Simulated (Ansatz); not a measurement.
# Moving the knobs of a GW run on PtS2 (1T monolayer)

Aim: change settings of a G0W0 run on PtS2 (1T monolayer) and see what moves.

Method: G0W0 on PBEsol, plane waves, PAW; PAW set soft_1, in Ansatz 0.2.0.

**1. The structure**

The cell holds 3 atoms: 1 Pt and 2 S. Cell: a = 3.538 Å, b = 3.538 Å, c = 28.100 Å, α = 90.0°, β = 90.0°, γ = 120.0°. Vacuum lies along c.

The structure was relaxed with PBEsol. The runs that relaxed it are not among those shown. Spin-orbit coupling is left out unless a step names it. The Coulomb interaction is cut off across the vacuum.

**2. The base run: 6×6×1 mesh, 274 empty bands, screening to 54 eV, PAW set soft_1 files**

Now the one-shot GW correction: screening in the RPA, then the self-energy of the levels asked for. This step takes PAW set soft_1 files.

File input.yaml:

```yaml
crystal:
  lattice:
    - [3.5379929514, 0.0, 0.0]
    - [-1.7689964757, 3.0639917743, 0.0]
    - [0.0, 0.0, 28.1]
  atoms:
    - { symbol: Pt, position: [0.0, 0.0, 0.5] }
    - { symbol: S, position: [0.3333333333, 0.6666666667, 0.5432342629] }
    - { symbol: S, position: [0.6666666667, 0.3333333333, 0.4567657371] }
  periodic: [true, true, false]
kpoints:
  mp_grid: { grid: [6, 6, 1] }
hamiltonian:
  xc: pbesol
  pseudopotentials: { kind: paw, azcp: { folder: soft_1 }, xc_functional: pbe }
scf:
  occupations: { method: fixed }
gw:
  n_empty_bands: 274
  ecut_chi: 54.0
  qp_bands: [v2, c2]
  qp_kpoints: band_edges
  screening: { model: contour_deformation }
```

Started as:

```
ansatz run input.yaml --threads 8 --pin off --max-ram 17510MiB --backend cpu --events-out ev --progress --plain --runs-dir out
```

Numbers of over 12 decimals in the logs are rounded to 6 here.

The program printed:

```text
Engine: ansatz 0.2.0, x86_64-unknown-linux-gnu
Pseudopotentials: kind: paw
Pseudopotential: Pt, paw, valence charge 18, recommended cutoff 420 eV (normal), soft_1/Pt.paw.azcp
Pseudopotential: S, paw, valence charge 6, recommended cutoff 420 eV (normal), soft_1/S.paw.azcp
Functional definition: PBEsol
  exchange = pbesol_x
  correlation = pbesol_c
Crystal: 3 atoms, lattice volume = 304.615 Å³
Basis set: ecut = 420 eV, 5919 PW (Γ)
Bands: 19, of which v1, the nominal top of the filled ones, is band 15 counted from 1 (14 counted from 0)
Symmetry: 12 space group operations
Space group: P-3m1 (ITA 164), of the structure as read, at distance tolerance 6.7e-5 Å
k-points: 7 of 36
Non-local potential: Pt, projectors of the file, l = 0: 3, l = 1: 2, l = 2: 2, l = 3: 1
Non-local potential: S, projectors of the file, l = 0: 2, l = 1: 2, l = 2: 1
PAW form: soft (Blöchl's): semilocal exchange-correlation on the pseudo side does not see the compensation charge
PAW frozen core: Pt, regenerated for the run's functional, and the local potential with it (the file was generated under x = pbe(κ = 0.804, μ = 0.219515), c = pbe(β = 0.066725))
PAW frozen core: S, regenerated for the run's functional, and the local potential with it (the file was generated under x = pbe(κ = 0.804, μ = 0.219515), c = pbe(β = 0.066725))
PAW one-centre angular grid: Pt, 590 points (default); XC on 64 Gauss nodes
PAW one-centre angular grid: S, 110 points (default); XC on 64 Gauss nodes
Initial density: superposition of atomic densities (neutral atoms: chi_scale 0, normalization atom)
Initial wavefunctions: pseudopotential atomic-orbital guess
Functional: x = pbesol(κ = 0.804, μ = 0.123457), c = pbesol(β = 0.046)
SCF iter   1: F=—  HF=-14157.732924 eV  |F-HF|=—  |Δ(HF+E_count)|=         —  Δρ=4.30e-2  dr2=6.65e0  ethr=3.10e-3  ⟨swp⟩=7.4  Hψ=871  notcnv=0  defer=13
preconditioner: auto → none  [insulator: Δε(μ)=2.006 eV  Ē_g=9.400 eV  n_scr=16 (ndim 8)  ℏωp=10.0 eV  f_vac=0.776  ε∞_Penn≈2.1]
SCF iter   2: F=—  HF=-14158.625866 eV  |F-HF|=—  |Δ(HF+E_count)|=   8.93e-1  Δρ=4.19e-2  dr2=1.07e1  ethr=3.10e-3  ⟨swp⟩=5.3  Hψ=506  notcnv=0  defer=14
SCF iter   3: F=—  HF=-14156.467192 eV  |F-HF|=—  |Δ(HF+E_count)|=    2.16e0  Δρ=1.17e-2  dr2=4.02e-1  ethr=3.10e-3  ⟨swp⟩=4.6  Hψ=413  notcnv=0  defer=14
SCF iter   4: F=—  HF=-14156.388081 eV  |F-HF|=—  |Δ(HF+E_count)|=   7.91e-2  Δρ=2.69e-3  dr2=2.29e-2  ethr=1.34e-3  ⟨swp⟩=3.7  Hψ=330  notcnv=0  defer=14
SCF iter   5: F=—  HF=-14156.383474 eV  |F-HF|=—  |Δ(HF+E_count)|=   4.61e-3  Δρ=6.13e-4  dr2=1.81e-3  ethr=7.62e-5  ⟨swp⟩=3.6  Hψ=310  notcnv=0  defer=14
SCF iter   6: F=—  HF=-14156.383174 eV  |F-HF|=—  |Δ(HF+E_count)|=   3.00e-4  Δρ=1.51e-4  dr2=1.63e-4  ethr=6.04e-6  ⟨swp⟩=3.9  Hψ=315  notcnv=0  defer=14
[...]
E_band       = -811.136114
  E_kinetic    = 805.934028
  E_local      = -47240.298765  (includes V_loc(G=0)·N_el)
  E_nonlocal   = 275.610043
  E_hartree    = 23061.037205
  E_xc         = -406.389913
  E_vxc        = -435.196965  (∫ρ·V_xc dr)
  E_paw        = -10530.038645  (= ΣΔE_a)
  E_vpaw       = -339.229850  (= ΣTr[D̂ρ^β])
  E_aug_tail   = 0.001110  (compensation charges beyond the density's cutoff)
  E_ewald      = 19877.350865
  E_core_change = 0.410930  (= ΣΔE_core)
  E_smearing   = -0.000000  (= −TS)
  E_closure    = -0.000000  (closes the sum)
  Σ components = -14156.383142   (vs F -14156.383142, Δ=0.00e0)
--- Band table (eV; the first three rows and the last of 7) ---
  k-point 0: bands = [... 11 lower, -7.1471, -7.0709, -6.6452, -6.6452, -3.0379, -3.0379, -0.8494, -0.6585]
  k-point 1: bands = [... 11 lower, -8.1300, -6.6306, -6.5824, -6.3825, -4.2905, -3.4032, -0.1522, 0.0088]
  k-point 2: bands = [... 11 lower, -8.5501, -7.5575, -7.2634, -6.7992, -4.1619, -3.4389, -0.6924, 1.0327]
  k-point 6: bands = [... 11 lower, -8.9545, -8.7067, -7.0984, -7.0984, -4.1766, -4.1766, 0.6039, 2.6436]
--- G₀W₀: contour deformation, 6 samples at zero and on the imaginary axis and 1 off it, 36 q-points, 274 empty bands' worth ---
  eigenvalues of the whole cell's RPA ε∞ on this k-mesh (on a slab, of 1 + 4πα/V) = 1.1500, 3.5209, 3.5209; static W/v taken at q = 0 is 0.501057
  gw.qp_kpoints: band_edges: 6 of 7 stored k-points solved, in 1 pass; an edge of the gap read off the rows below is read off those points alone
    valence top: of the k-points left out ik 3 came nearest to being solved in a further pass, in band 15 (counted from 1, as in the quasiparticle table): it holds the edge there only if its correction is more favourable than any solved in that band by at least 1.377 eV; those differ by 0.088 eV
    conduction bottom: of the k-points left out ik 3 came nearest to being solved in a further pass, in band 16 (counted from 1, as in the quasiparticle table): it holds the edge there only if its correction is more favourable than any solved in that band by at least 0.842 eV; those differ by 0.047 eV
    ik  band        ε_KS         Σx   Σc(E_QP)       V_xc       Z   E_QP_lin       E_QP  E_QP is
     0    14     -6.6452   -18.3321     1.7713   -16.4183  0.7194    -6.7884    -6.7877  root
     0    15     -6.6452   -18.3321     1.7713   -16.4183  0.7194    -6.7884    -6.7877  root
     0    16     -3.0379   -16.8806    -3.1412   -20.9129  0.6976    -2.0951    -2.1469  root
     0    17     -3.0379   -16.8806    -3.1412   -20.9129  0.6976    -2.0951    -2.1469  root
     1    14     -6.5824   -20.4188     2.1634   -18.1091  0.7218    -6.7294    -6.7288  root
     1    15     -6.3825   -23.2466     2.8197   -20.2280  0.7189    -6.5826    -6.5814  root
     1    16     -4.2905   -16.1561    -2.6653   -19.6665  0.7327    -3.4200    -3.4454  root
     1    17     -3.4032   -16.3097    -3.1217   -20.3351  0.7084    -2.4538    -2.4995  root
[...]
6    14     -7.0984   -25.5680     3.5855   -21.7740  0.7064    -7.3085    -7.3069  root
     6    15     -7.0984   -25.5680     3.5855   -21.7740  0.7064    -7.3085    -7.3069  root
     6    16     -4.1766   -16.0712    -3.0290   -19.9761  0.7236    -3.2706    -3.3008  root
     6    17     -4.1766   -16.0712    -3.0290   -19.9761  0.7236    -3.2706    -3.3008  root
[key lines of the parts left out:]
SCF converged after 8 iterations
Free energy (F): -14156.383142 eV
Fermi energy:    -6.351176 eV
```

Elapsed: 16 s, on 8 threads of INTEL XEON PLATINUM 8581C at 2.10GHz (Emerald Rapids), shared host; peak memory 2.3 GiB.

In the SCF lines HF is the Harris–Foulkes energy and dr2 the Hartree energy of the density residual, in eV; the loop may stop once dr2 is under the threshold and the program's other checks hold. Hψ counts applications of the Hamiltonian.

Numbers from this step:

```
bands summed                                 : 289
plane waves in the screening matrix          : 273
q-points in the mesh                         : 36
G0W0 gap on the mesh                         : 3.112 eV
k of the valence top                         : 0.1667, 0.1667, 0
k of the conduction bottom                   : 0, 0.1667, 0
starting gap on the mesh                     : 2.061 eV
Z at the valence top                         : 0.7175
Z at the conduction bottom                   : 0.7327
least direct G0W0 gap on the computed points : 3.136 eV
```

The gap on the mesh goes from 2.06 eV to 3.11 eV, a correction of +1.05 eV. Between the two edge states, bare exchange in place of the xc potential would open the gap by 6.05 eV, and correlation takes back 5.00 eV.

**3. Variant: frequency model**

input.yaml: that of step 2 with these lines changed.

```diff
@@ -22,2 +22,2 @@
   qp_kpoints: band_edges
-  screening: { model: contour_deformation }
+  screening: { model: godby_needs }
```

The program printed:

```text
[...]
Crystal: 3 atoms, lattice volume = 304.615 Å³
Basis set: ecut = 420 eV, 5919 PW (Γ)
Bands: 19, of which v1, the nominal top of the filled ones, is band 15 counted from 1 (14 counted from 0)
Symmetry: 12 space group operations
[...]
k-points: 7 of 36
[...]
SCF iter   1: F=—  HF=-14157.732924 eV  |F-HF|=—  |Δ(HF+E_count)|=         —  Δρ=4.30e-2  dr2=6.65e0  ethr=3.10e-3  ⟨swp⟩=7.4  Hψ=871  notcnv=0  defer=13
[...]
SCF iter   8: F=-14156.383142 eV  HF=-14156.383142 eV  |F-HF|=2.96e-8  |Δ(HF+E_count)|=   3.76e-7  Δρ=4.76e-6  dr2=6.94e-8  ethr=3.33e-10  ⟨swp⟩=18.9  Hψ=1323  notcnv=0
SCF 1 converged in 8 iterations: F = -14156.383142 eV  dr2 = 6.94e-8
[...]
NSCF: frozen V_eff on 7 k-points
G₀W₀ screening: q 1/7
[... further progress lines ...]
SCF converged after 8 iterations
Free energy (F): -14156.383142 eV
[...]
Internal energy: -14156.383142 eV  (E = F + TS)
E sigma→0 (E₀):  -14156.383142 eV
Fermi energy:    -6.351176 eV
[...]
--- Band table (eV; the first three rows and the last of 7) ---
  k-point 0: bands = [... 11 lower, -7.1471, -7.0709, -6.6452, -6.6452, -3.0379, -3.0379, -0.8494, -0.6585]
  k-point 1: bands = [... 11 lower, -8.1300, -6.6306, -6.5824, -6.3825, -4.2905, -3.4032, -0.1522, 0.0088]
  k-point 2: bands = [... 11 lower, -8.5501, -7.5575, -7.2634, -6.7992, -4.1619, -3.4389, -0.6924, 1.0327]
  k-point 6: bands = [... 11 lower, -8.9545, -8.7067, -7.0984, -7.0984, -4.1766, -4.1766, 0.6039, 2.6436]
--- G₀W₀: ω_p = 34.5063 eV, 36 q-points, 274 empty bands' worth ---
[...]
GN-PPA: 1105114/2720181 pairs with Re ω̃² < 0 across q-mesh
[...]
0    14     -6.6452   -18.3321     1.7554   -16.4183  0.7762    -6.8038    -6.8036  root
     0    15     -6.6452   -18.3321     1.7554   -16.4183  0.7762    -6.8038    -6.8036  root
     0    16     -3.0379   -16.8806    -2.9256   -20.9129  0.7780    -1.9209    -1.9312  root
     0    17     -3.0379   -16.8806    -2.9256   -20.9129  0.7780    -1.9209    -1.9312  root
     1    14     -6.5824   -20.4188     2.1574   -18.1091  0.7790    -6.7349    -6.7347  root
     1    15     -6.3825   -23.2466     2.8198   -20.2280  0.7827    -6.5817    -6.5814  root
     1    16     -4.2905   -16.1561    -2.5749   -19.6665  0.7900    -3.3486    -3.3550  root
     1    17     -3.4032   -16.3097    -2.9452   -20.3351  0.7793    -2.3147    -2.3230  root
[...]
6    14     -7.0984   -25.5680     3.5729   -21.7740  0.7796    -7.3200    -7.3195  root
     6    15     -7.0984   -25.5680     3.5729   -21.7740  0.7796    -7.3200    -7.3195  root
     6    16     -4.1766   -16.0712    -2.9150   -19.9761  0.7859    -3.1788    -3.1868  root
     6    17     -4.1766   -16.0712    -2.9150   -19.9761  0.7859    -3.1788    -3.1868  root
```

Wall time 19 s (8 threads); peak memory 2.3 GiB.

The G0W0 gap on the mesh is 3.211 eV.

Against the base:

```
        setting                 base       variant
frequency model  contour deformation  plasmon pole
```

```csv
quantity,variant,base
starting gap on the mesh,2.061,2.061
G0W0 gap on the mesh,3.211,3.112
least direct G0W0 gap on the computed points,3.226,3.136
Z at the valence top,0.779,0.717
Z at the conduction bottom,0.790,0.733
```

**4. Summary of results**

| Item | Value |
| --- | --- |
| base | 3.11 eV, 16 s |
| frequency model | 3.21 eV, 19 s |

What this shows: Frequency model: the gap moves by +0.10 eV. All runs here use a coarse mesh and modest cutoffs; they test settings and are not final values. The mesh in the plane is coarse for a sheet; gap and any exciton binding can still move on denser ones. The runs have no spin polarisation. For a closed low-spin shell that is the natural state; where a d or f shell is open it is a constraint, and the gap is then not the crystal's own. With d states at the gap, one-shot GW leans hard on its start. The many-body steps are scalar-relativistic: spin-orbit coupling is not in them.

[Paths, hosts, dates, memory and timing lines, banners, echoed tables and standing remarks are left out of the program output.]

[Logs are printed without paths, hosts, clocks, repeated set-up lines and the standing remarks that a program may print on its own settings, such as how far it seeks lower states.]

[Runs of the session that timed out or met a known fault of the program may be left out.]

[Cells called generated may have been cut or substituted from an entry of the Crystallography Open Database or the Materials Project.]

[Hosts, paths, dates, database ids (printed as entryN), source tags and the programs' standing remarks are cut or masked in the printed files.]
